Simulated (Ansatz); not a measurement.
# How the geometry moves the gap of BN (Qingsongite)

Wanted: the change of the gap of BN (Qingsongite) on relaxing cell and ions.

Program: Ansatz 0.2.0. Level of theory: PBE, HSE06 and G0W0, plane waves, PAW. Values are calculated unless marked as measured.

## Step 1: The system as given

The structure is cubic, space group F-43m (No. 216). The conventional cell has a = 3.615 Å, b = 3.615 Å, c = 3.615 Å, α = 90.00°, β = 90.00°, γ = 90.00°. Nearest to B lie 4 N at 1.57 Å. Nearest to N lie 4 B at 1.57 Å. Farther neighbours, and contacts between anions beyond the nearest, are not listed.

The cell and positions come from the Crystallography Open Database and are kept as given unless a step says otherwise. The runs that relaxed it are not among those shown.

## Step 2: PBE bands at the given cell

The cheap functional maps the bands first; the places of the edges decide which points the dearer methods must see.

This step: DFT, PBE, plane waves, PAW; PAW set soft_1.

Input file input.yaml:

```yaml
crystal:
  lattice:
    - [0.0, 1.8075, 1.8075]
    - [1.8075, 0.0, 1.8075]
    - [1.8075, 1.8075, 0.0]
  atoms:
    - { symbol: B, position: [0.0, 0.0, 0.0] }
    - { symbol: "N", position: [0.25, 0.25, 0.25] }
kpoints:
  mp_grid: { grid: [10, 10, 10] }
  band_path:
    path:
      - [[0.0, 0.0, 0.0], [-0.5, -0.5, 0.0], [-0.375, -0.375, 0.25]]
      - [[-0.375, 0.0, 0.375], [0.0, 0.0, 0.0], [0.0, 0.0, 0.5], [-0.5, -0.25, 0.25], [-0.5, -0.5, 0.0]]
    npoints: 10
hamiltonian:
  xc: pbe
  pseudopotentials: { kind: paw, azcp: { folder: soft_1 } }
scf:
  occupations: { method: fermi_dirac, width: 0.02 }
  n_extra_bands: 4
output:
  eigenvalues: true
  write_density: true
  write_potential: true
  elf: true
  volumetric_format: npy
```

Command:

```sh
$ ansatz run input.yaml --threads 3 --pin off --max-ram 92160MiB --backend cuda --events-out ev --progress --plain --runs-dir out --devices 1 --max-vram 13GiB
```

The log of the run:

```text
scf.n_extra_bands = 4 over 4 filled bands (N_el = 8.0): the run solves 8 bands
GPUs: using 1 of 1 available (devices: 1).
Engine: ansatz 0.2.0, x86_64-unknown-linux-gnu
Pseudopotentials: kind: paw
Pseudopotential: B, paw, valence charge 3, recommended cutoff 420 eV (normal), soft_1/B.paw.azcp
Pseudopotential: N, paw, valence charge 5, recommended cutoff 420 eV (normal), soft_1/N.paw.azcp
Functional definition: PBE
  parameter kappa = 0.804
  parameter beta = 0.066725
  exchange = pbe_x(kappa = kappa, mu = beta*pi^2/3)
  correlation = pbe_c(beta = beta)
device memory: the entry about to start is reckoned to put 0.9 GiB on a device that reports 52.2 GiB free (of which the cap on the GPU budget leaves the run 13.0 GiB)
GPU FFT provider: cuFFT
GPU libraries: cuBLAS 13.8.2, cuFFT 12.4.0, cuSOLVER 12.3.4
Crystal: 2 atoms, lattice volume = 11.810 Å³
Basis set: ecut = 420 eV, 259 PW (Γ)
Bands: 8, of which v1, the nominal top of the filled ones, is band 4 counted from 1 (3 counted from 0)
Symmetry: 24 space group operations
Space group: F-43m (ITA 216), of the structure as read, at distance tolerance 2.3e-5 Å
k-points: 47 of 1000 (time reversal used)
Non-local potential: B, projectors of the file, l = 0: 2, l = 1: 2, l = 2: 1
Non-local potential: N, projectors of the file, l = 0: 2, l = 1: 2, l = 2: 1
PAW form: soft (Blöchl's): semilocal exchange-correlation on the pseudo side does not see the compensation charge
PAW one-centre angular grid: B, 110 points (default); XC on 64 Gauss nodes
PAW one-centre angular grid: N, 110 points (default); XC on 64 Gauss nodes
Initial density: superposition of atomic densities (chi_scale 0.1, normalization cell, long waves kept (reshape's long-wave potential 0.00 eV rms))
Initial wavefunctions: pseudopotential atomic-orbital guess
GPU buffer pool allocated for 5832 grid points (all kernels)
GPU transforms: local potential and band sums: pruned to the plane-wave sphere, on 18×18×18
Functional: x = pbe(κ = 0.804, μ = 0.219515), c = pbe(β = 0.066725)
SCF iter   1: F=—  HF=-542.931758 eV  |F-HF|=—  |Δ(HF+E_count)|=         —  Δρ=1.45e-1  dr2=2.02e0  ethr=3.10e-3  ⟨swp⟩=4.1  Hψ=2486  notcnv=0
preconditioner: auto → none  [insulator: Δε(μ)=5.735 eV  Ē_g=20.324 eV  σ=0.020 eV  W_gap=1.00  n_scr=0 (ndim 8)  ℏωp=30.6 eV  f_vac=0.000  D(μ)=0.00/eV (n_scr^D=0)  ε∞_Penn≈3.3]
SCF iter   2: F=—  HF=-542.334056 eV  |F-HF|=—  |Δ(HF+E_count)|=   5.98e-1  Δρ=6.42e-2  dr2=2.66e-1  ethr=3.10e-3  ⟨swp⟩=2.0  Hψ=1114  notcnv=0
SCF iter   3: F=—  HF=-542.282406 eV  |F-HF|=—  |Δ(HF+E_count)|=   5.16e-2  Δρ=2.32e-2  dr2=3.79e-2  ethr=3.10e-3  ⟨swp⟩=3.0  Hψ=699  notcnv=0
SCF iter   4: F=—  HF=-542.279112 eV  |F-HF|=—  |Δ(HF+E_count)|=   3.29e-3  Δρ=2.99e-3  dr2=3.72e-4  ethr=4.74e-4  ⟨swp⟩=3.0  Hψ=752  notcnv=0
SCF iter   5: F=—  HF=-542.279256 eV  |F-HF|=—  |Δ(HF+E_count)|=   1.44e-4  Δρ=2.80e-4  dr2=4.46e-6  ethr=4.64e-6  ⟨swp⟩=3.0  Hψ=695  notcnv=0
SCF iter   6: F=—  HF=-542.279258 eV  |F-HF|=—  |Δ(HF+E_count)|=   1.67e-6  Δρ=1.92e-5  dr2=1.06e-8  ethr=1.25e-9  ⟨swp⟩=2.4  Hψ=1812  notcnv=0
SCF iter   7: F=-542.279258 eV  HF=-542.279258 eV  |F-HF|=3.13e-10  |Δ(HF+E_count)|=   2.18e-8  Δρ=2.31e-6  dr2=5.43e-10  ethr=1.33e-10  ⟨swp⟩=1.0  Hψ=1122  notcnv=0
SCF 1 converged in 7 iterations: F = -542.279258 eV  dr2 = 5.43e-10
[...]
device memory: the entry about to start is reckoned to put 0.5 GiB on a device that reports 54.9 GiB free (of which the cap on the GPU budget leaves the run 13.0 GiB)
NSCF: frozen V_eff on 62 k-points, pencils in batches of 32, up to order 40
SCF converged after 7 iterations
Free energy (F): -542.279258 eV
Harris-Foulkes:  -542.279258 eV  (|F-HF|=3.13e-10)
Internal energy: -542.279258 eV  (E = F + TS)
E sigma→0 (E₀):  -542.279258 eV
Fermi energy:    13.402718 eV
--- Per-component energies (eV) ---
  E_band       = 26.360374
  E_kinetic    = 183.639619
  E_local      = -158.845166  (includes V_loc(G=0)·N_el)
  E_nonlocal   = 42.176470
  E_hartree    = 49.027170
  E_xc         = -93.224979
  E_vxc        = -115.286195  (∫ρ·V_xc dr)
  E_paw        = -206.668697  (= ΣΔE_a)
  E_vpaw       = -23.379350  (= ΣTr[D̂ρ^β])
  E_aug_tail   = 0.000975  (compensation charges beyond the density's cutoff)
  E_ewald      = -358.384650
  E_smearing   = -0.000000  (= −TS)
  E_closure    = 0.000000  (closes the sum)
  Σ components = -542.279258   (vs F -542.279258, Δ=0.00e0)
--- Band table (eV; the first three rows and the last of 47) ---
  k-point 0: bands = ["-9.0632", "11.1695", "11.1695", "11.1695", "19.9949", "19.9949", "19.9949", "21.4911"]
  k-point 1: bands = ["-8.8199", "9.9003", "10.9157", "10.9157", "20.2627", "20.3785", "20.3785", "22.2910"]
  k-point 2: bands = ["-8.1037", "7.1852", "10.3447", "10.3447", "20.6300", "21.1732", "21.1732", "23.9615"]
  k-point 46: bands = ["-3.1991", "3.2666", "4.5866", "4.8000", "19.9374", "24.1890", "25.2856", "27.1924"]
```

Wall time 5.7 s (1 × NVIDIA H100 80GB HBM3 (shared by 6 runs) with 3 threads of AMD EPYC 7R13 (Zen 3), shared host); peak memory 0.86 GiB; 2.8 s of CPU time.

This step gave:

| Quantity | Value |
| --- | --- |
| filled bands | 4 |
| gap | 4.467 eV |
| valence top at | Γ |
| conduction bottom at | X |
| least direct gap | 8.825 eV |

The gap is indirect, with the least direct gap 4.36 eV higher.

## Step 3: The relaxed cell

Cell and ions were relaxed with PBE-D3(BJ); that run is not shown. It left this cell:

The structure is cubic, space group F-43m (No. 216). Conventional cell: a = 3.606 Å, b = 3.606 Å, c = 3.606 Å, α = 90.00°, β = 90.00°, γ = 90.00°. Nearest to B lie 4 N at 1.56 Å. Nearest to N lie 4 B at 1.56 Å. Farther neighbours, and contacts between anions beyond the nearest, are not listed.

## Step 4: PBE at the relaxed cell

input.yaml, the sections that differ from step 2:

```yaml
crystal:
  lattice:
    - [0.0, 1.8029996702, 1.8029996702]
    - [1.8029996702, 0.0, 1.8029996702]
    - [1.8029996702, 1.8029996702, 0.0]
  atoms:
    - { symbol: B, position: [0.0, 0.0, 0.0] }
    - { symbol: "N", position: [0.25, 0.25, 0.25] }
output:
  eigenvalues: true
# kpoints, hamiltonian, scf: as in step 2
```

The log of the run:

```text
[...]
GPUs: using 1 of 1 available (devices: 1).
[...]
GPU FFT provider: cuFFT
GPU libraries: cuBLAS 13.8.2, cuFFT 12.4.0, cuSOLVER 12.3.4
Crystal: 2 atoms, lattice volume = 11.722 Å³
Basis set: ecut = 420 eV, 259 PW (Γ)
Bands: 8, of which v1, the nominal top of the filled ones, is band 4 counted from 1 (3 counted from 0)
[... 1 set-up line as in the run before ...]
[...]
SCF 1 converged in 7 iterations: F = -542.277004 eV  dr2 = 4.62e-10
[...]
NSCF: frozen V_eff on 62 k-points, pencils in batches of 32, up to order 40
SCF converged after 7 iterations
Free energy (F): -542.277004 eV
[...]
Internal energy: -542.277004 eV  (E = F + TS)
E sigma→0 (E₀):  -542.277004 eV
Fermi energy:    13.527340 eV
[...]
--- Band table (eV; the first three rows and the last of 47) ---
[...]
```

It took 9.9 s on 1 × NVIDIA H100 80GB HBM3 (shared by 6 runs) with 3 threads; peak memory 0.84 GiB.

Numbers from this step:

```yaml
gap: 4.475 eV
valence_top_at: Γ
conduction_bottom_at: X
least_direct_gap: 8.861 eV
```

The gap is indirect, with the least direct gap 4.39 eV higher.

## Step 5: HSE06 at the relaxed cell

The screened hybrid is the usual rung above semilocal functionals: a quarter of exact exchange, cut off beyond a few ångström.

This step: DFT, HSE06, plane waves, PAW; PAW set soft_1.

input.yaml, the sections that differ from step 4:

```yaml
kpoints:
  mp_grid: { grid: [8, 8, 8] }
  band_path:
    path:
      - [0.0, 0.0, 0.0]
      - [-0.5, -0.5, 0.0]
      - [-0.375, -0.375, 0.25]
      - [-0.375, 0.0, 0.375]
      - [0.0, 0.0, 0.5]
      - [-0.5, -0.25, 0.25]
    npoints: 1
hamiltonian:
  xc: hse06
  pseudopotentials: { kind: paw, azcp: { folder: soft_1 } }
scf:
  occupations: { method: fixed }
  n_extra_bands: 4
# crystal, output: as in step 4
```

The log of the run:

```text
[...]
GPUs: using 1 of 1 available (devices: 1).
[...]
davidson cushion auto → on  (no smearing: the cushion is to keep the highest requested band from converging to the state above it; pin scf.eigensolver.cushion to override)
[...]
GPU FFT provider: cuFFT
GPU libraries: cuBLAS 13.8.2, cuFFT 12.4.0, cuSOLVER 12.3.4
Crystal: 2 atoms, lattice volume = 11.722 Å³
Basis set: ecut = 420 eV, 259 PW (Γ)
[...]
Stability not checked: this state was not tested for a lower state beside it, because the functional holds exact exchange (a hybrid, or Hartree-Fock), whose exchange loop this test does not read (fock_operator; see scf.lower_state_search)
Free energy (F): -542.458634 eV
Frozen-core exchange: fock
[...]
Internal energy: -542.458634 eV  (E = F + TS)
E sigma→0 (E₀):  -542.458634 eV
Fermi energy:    10.425167 eV
[...]
--- Band table (eV; the first three rows and the last of 29) ---
[...]
```

Wall time 17 s (1 × NVIDIA H100 80GB HBM3 (shared by 6 runs) with 3 threads); peak memory 1.1 GiB; 12 s of CPU time.

Read from the output:

```yaml
gap: 5.794 eV
valence_top_at: Γ
conduction_bottom_at: X
least_direct_gap: 10.60 eV
```

The gap stands +1.32 eV against PBE.

## Step 6: G0W0 at the relaxed cell

G0W0 replaces the xc potential by the self-energy, built once from these orbitals. Only a window of levels is corrected, while the sums run over the empty bands that the input names. This step takes PAW set soft_1 files.

This step: G0W0 on PBE, plane waves, PAW; PAW set soft_1.

Input file input.yaml:

```yaml
crystal:
  lattice:
    - [0.0, 1.8029996702, 1.8029996702]
    - [1.8029996702, 0.0, 1.8029996702]
    - [1.8029996702, 1.8029996702, 0.0]
  atoms:
    - { symbol: B, position: [0.0, 0.0, 0.0] }
    - { symbol: "N", position: [0.25, 0.25, 0.25] }
kpoints:
  mp_grid: { grid: [8, 8, 8] }
hamiltonian:
  xc: pbe
  pseudopotentials: { kind: paw, azcp: { folder: soft_1 } }
scf:
  occupations: { method: fixed }
gw:
  n_empty_bands: 34
  ecut_chi: 120
  qp_bands: [v2, c2]
  qp_kpoints: band_edges
  screening: { model: contour_deformation }
```

The log of the run:

```text
GPUs: using 1 of 1 available (devices: 1).
[...]
GPU FFT provider: cuFFT
GPU libraries: cuBLAS 13.8.2, cuFFT 12.4.0, cuSOLVER 12.3.4
Crystal: 2 atoms, lattice volume = 11.722 Å³
Basis set: ecut = 420 eV, 259 PW (Γ)
Bands: 8, of which v1, the nominal top of the filled ones, is band 4 counted from 1 (3 counted from 0)
[... 1 set-up line as in the run before ...]
[...]
k-points: 29 of 512 (time reversal used)
[...]
1     6     20.7260    -8.0825    -5.4313   -14.9887  0.8368    22.2117    22.2009  root
[...]
23     3      6.4370   -22.6889     4.1008   -17.4019  0.8101     5.2417     5.2508  root
    23     4      7.8132   -22.0966     3.6198   -17.4607  0.8185     6.7916     6.7971  root
    23     5     20.9169    -8.0140    -5.2604   -14.5075  0.8388    22.1576    22.1500  root
    23     6     22.5360    -8.4744    -5.7971   -15.6376  0.8291    23.9132    23.9020  root
[key lines of the parts left out:]
SCF converged after 6 iterations
Free energy (F): -542.276658 eV
Fermi energy:    11.290214 eV
```

Elapsed: 18 s, on 1 × NVIDIA H100 80GB HBM3 (shared by 6 runs) with 3 threads; peak memory 0.96 GiB; 17 s of CPU time.

This step gave:

* bands summed: 38
* RPA ε∞ on this mesh (eigenvalues): 4.463, 4.463, 4.463
* plane waves in the screening matrix: 27
* G0W0 gap on the mesh: 5.906 eV
* k of the valence top: 0, 0, 0
* k of the conduction bottom: 0, -0.5, -0.5
* starting gap on the mesh: 4.474 eV
* least direct G0W0 gap on the computed points: 10.93 eV

The gap on the mesh goes from 4.47 eV to 5.91 eV, a correction of +1.43 eV. Between the two edge states, bare exchange in place of the xc potential would open the gap by 8.82 eV, and correlation takes back 7.39 eV.

## Step 7: G0W0 at the given cell

input.yaml, the sections that differ from step 6:

```yaml
crystal:
  lattice:
    - [0.0, 1.8075, 1.8075]
    - [1.8075, 0.0, 1.8075]
    - [1.8075, 1.8075, 0.0]
  atoms:
    - { symbol: B, position: [0.0, 0.0, 0.0] }
    - { symbol: "N", position: [0.25, 0.25, 0.25] }
gw:
  n_empty_bands: 35
  ecut_chi: 120
  qp_bands: [v2, c2]
  qp_kpoints: band_edges
  screening: { model: contour_deformation }
# kpoints, hamiltonian, scf: as in step 6
```

The log of the run:

```text
GPUs: using 1 of 1 available (devices: 1).
[...]
GPU FFT provider: cuFFT
GPU libraries: cuBLAS 13.8.2, cuFFT 12.4.0, cuSOLVER 12.3.4
Crystal: 2 atoms, lattice volume = 11.810 Å³
Basis set: ecut = 420 eV, 259 PW (Γ)
Bands: 8, of which v1, the nominal top of the filled ones, is band 4 counted from 1 (3 counted from 0)
[... 1 set-up line as in the run before ...]
[...]
k-points: 29 of 512 (time reversal used)
[...]
1     6     20.5650    -8.0587    -5.4410   -14.9582  0.8361    22.0342    22.0236  root
[...]
23     3      6.3444   -22.6411     4.0832   -17.3688  0.8095     5.1461     5.1553  root
    23     4      7.7197   -22.0573     3.6027   -17.4346  0.8179     6.6940     6.6997  root
    23     5     20.7661    -7.9987    -5.2693   -14.4877  0.8382    21.9932    21.9857  root
    23     6     22.3428    -8.4695    -5.8017   -15.6212  0.8285    23.7038    23.6928  root
[key lines of the parts left out:]
SCF converged after 6 iterations
Free energy (F): -542.279054 eV
Fermi energy:    11.169687 eV
```

Elapsed: 21 s, on 1 × NVIDIA H100 80GB HBM3 (shared by 6 runs) with 3 threads; peak memory 0.96 GiB.

Numbers from this step:

| Quantity | Value |
| --- | --- |
| bands summed | 39 |
| RPA ε∞ on this mesh (eigenvalues) | 4.471, 4.471, 4.471 |
| plane waves in the screening matrix | 27 |
| G0W0 gap on the mesh | 5.895 eV |
| k of the valence top | 0, 0, 0 |
| k of the conduction bottom | 0, -0.5, -0.5 |
| starting gap on the mesh | 4.466 eV |
| least direct G0W0 gap on the computed points | 10.88 eV |

The gap on the mesh goes from 4.47 eV to 5.90 eV, a correction of +1.43 eV. Between the two edge states, bare exchange in place of the xc potential would open the gap by 8.81 eV, and correlation takes back 7.38 eV.

## Step 8: Together

G0W0 rows are gaps on the mesh, lowered where the mesh misses an edge of the band path.

```
   level  given cell (eV)  relaxed cell (eV)  change (eV)
     PBE             4.47               4.47        +0.01
   HSE06                -               5.79            -
G0W0@PBE             5.90               5.91        +0.01
```

## Step 9: Outcome

| Property | Result |
| --- | --- |
| volume change | −0.7 % |
| PBE, given cell | 4.47 eV |
| PBE, relaxed cell | 4.47 eV |
| HSE06, relaxed cell | 5.79 eV |
| G0W0@PBE, relaxed cell | 5.91 eV |
| G0W0@PBE, given cell | 5.90 eV |
| known limits | short of the basis limit |

What this shows: Relaxation changes the volume by −0.7 % and the gap by +0.01 eV (PBE) and +0.01 eV (G0W0@PBE). Bands and cutoff are finite, so the gap stands short of the basis limit, usually by up to a few tenths of an eV; the mesh is an error of its own.

[Long decimals in the printed logs are rounded to 6 places.]

[Logs are printed without paths, hosts, clocks, repeated set-up lines and the standing remarks that a program may print on its own settings, such as how far it seeks lower states.]

[Paths, hosts, dates, memory and timing lines, banners, echoed tables and standing remarks are left out of the program output; an Ansatz launch command may be rebuilt from the run's recorded settings. Measured values are a selection of at most five: reports struck by readers or far from the other reports are left out. None is set beside runs whose start may be inverted or whose files or cutoffs have a known fault.]

[Runs of the session that timed out or met a known fault of the program may be left out.]

[Cells called generated may have been cut or substituted from an entry of the Crystallography Open Database or the Materials Project.]

[Hosts, paths, dates, database ids (printed as entryN), source tags and the programs' standing remarks are cut or masked in the printed files.]

[Where the starting crystal was built by hand or by swapping elements, it need not be the compound's stable phase.]
